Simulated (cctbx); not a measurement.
## Finding the light atoms

Cell a = 4.3520 Å, b = 4.3520 Å, c = 4.3520 Å, α = 90.00°, β = 90.00°, γ = 90.00°; space group Pm-3m (no. 221); content Ho1 Ti3 B1. The heavier atoms are placed; B is still missing.

Simulated single-crystal data (cctbx): Mo Kα, λ = 0.71073 Å, to d = 0.7 Å, 70 % of the full sphere, strongest reflection 20000 counts, noise from counting, a 1.5 % proportional error and a noise floor of 4 counts (s.d.); no absorption.

Refinement without B (map in e/Å³):

```text
Rint 0.017, 44 unique reflections to 0.71 A
cycle     R1     wR2    GooF  max shift (A)
   1  0.1679  0.3657  54.337   0.00000
   2  0.0368  0.0808  12.007   0.00000
final R1 0.0368 wR2 0.0808 GooF 12.007  parameters 2  data/parameter 22.0
atom        x        y        z      Ueq    occ   su(xyz)  su(Uiso or U11)
Ho1    0.00000  0.00000  0.00000   0.0027  1.000  0.00000  0.0006
Ti1    0.50000  0.50000  0.00000   0.0076  1.000  0.00000  0.0009
difference map: max 13.78 min -0.57 rms 0.54
Q1    0.5000  0.5000  0.5000    1   16.10  2.18 A from Ti1
Q2    0.0000  0.0000  0.0000    1    0.90  0.00 A from Ho1
Q3    0.3661  0.3661  0.3661    8    0.67  1.79 A from Ti1
Q4    0.3363  0.3363  0.5000   12    0.60  1.63 A from Ti1
Q5    0.2797  0.5000  0.5000    6    0.56  1.22 A from Ti1
Q6    0.0000  0.5000  0.5000    3    0.44  0.00 A from Ti1
Q7    0.1805  0.3225  0.3225   24    0.26  1.35 A from Ti1
Q8    0.0000  0.0000  0.5000    3    0.24  2.18 A from Ti1
```

The data are simulated with cctbx, not measured: neutrons of λ = 0.95 Å, to d = 0.7 Å, 70 % of the full sphere, strongest reflection 5000 counts, noise from counting, a 1.5 % proportional error and a noise floor of 4 counts (s.d.); no absorption.

Refinement without B (map in fm/Å³; only maxima are listed):

```text
Rint 0.020, 44 unique reflections to 0.71 A
cycle     R1     wR2    GooF  max shift (A)
   1  0.5036  0.8017 105.865   0.00000
   8  0.4218  0.7349  97.042   0.00000
final R1 0.4946 wR2 0.7625 GooF 100.689  parameters 2  data/parameter 22.0
atom        x        y        z      Ueq    occ   su(xyz)  su(Uiso or U11)
Ho1    0.00000  0.00000  0.00000   0.0076  1.000  0.00000  0.0112
Ti1    0.50000  0.50000  0.00000   0.0097  1.000  0.00000  0.0196
difference map: max 52.88 min -24.89 rms 2.70
Q1    0.5000  0.5000  0.5000    1   63.03  2.18 A from Ti1
Q2    0.0000  0.0000  0.0000    1   27.97  0.00 A from Ho1
Q3    0.0000  0.3968  0.3968   12    4.48  0.64 A from Ti1
Q4    0.0000  0.0000  0.3593    6    3.30  1.56 A from Ho1
Q5    0.1200  0.5000  0.5000    6    3.19  0.52 A from Ti1
Q6    0.2939  0.5000  0.5000    6    2.95  1.28 A from Ti1
Q7    0.1018  0.1018  0.5000   12    2.74  1.79 A from Ti1
Q8    0.0000  0.1500  0.1500   12    2.31  0.92 A from Ho1
```

**Question.** Where is B, and which data fix it better?

B sits at (1/2, 1/2, 1/2). Adding it takes R1 from 0.037 to 0.002 with X-rays and from 0.495 to 0.003 with neutrons. Symmetry fixes its coordinates; the s.u. of its U is 0.0006 Å² with X-rays and 0.0001 Å² with neutrons. In the X-ray map Q1 marks it. In the neutron map Q1 marks it.

Final neutron refinement:

```text
Rint 0.020, 44 unique reflections to 0.71 A
cycle     R1     wR2    GooF  max shift (A)
   1  0.1649  0.3303  44.144   0.00000
   2  0.0034  0.0071   0.952   0.00000
final R1 0.0034 wR2 0.0071 GooF 0.952  parameters 3  data/parameter 14.7
atom        x        y        z      Ueq    occ   su(xyz)  su(Uiso or U11)
Ho1    0.00000  0.00000  0.00000   0.0030  1.000  0.00000  0.0001
Ti1    0.50000  0.50000  0.00000   0.0076  1.000  0.00000  0.0001
B1     0.50000  0.50000  0.50000   0.0063  1.000  0.00000  0.0001
difference map: max 0.04 min -0.04 rms 0.01
Q1    0.5000  0.5000  0.5000    1    0.04  0.00 A from B1
Q2    0.2235  0.2235  0.3722   24    0.04  1.64 A from Ti1
Q3    0.0000  0.0000  0.1763    6    0.04  0.77 A from Ho1
Q4    0.0000  0.1152  0.5000   12    0.04  1.67 A from Ti1
Q5    0.0935  0.4124  0.4124   24    0.02  0.68 A from Ti1
Q6    0.1200  0.2600  0.2600   24    0.02  1.57 A from Ti1
```

This is a model crystal, built by substitution and not relaxed, with assumed displacement parameters.

[Middle refinement cycles are left out of these outputs.]

[Logs are printed without paths, hosts, clocks, repeated set-up lines and the standing remarks that a program may print on its own settings, such as how far it seeks lower states.]
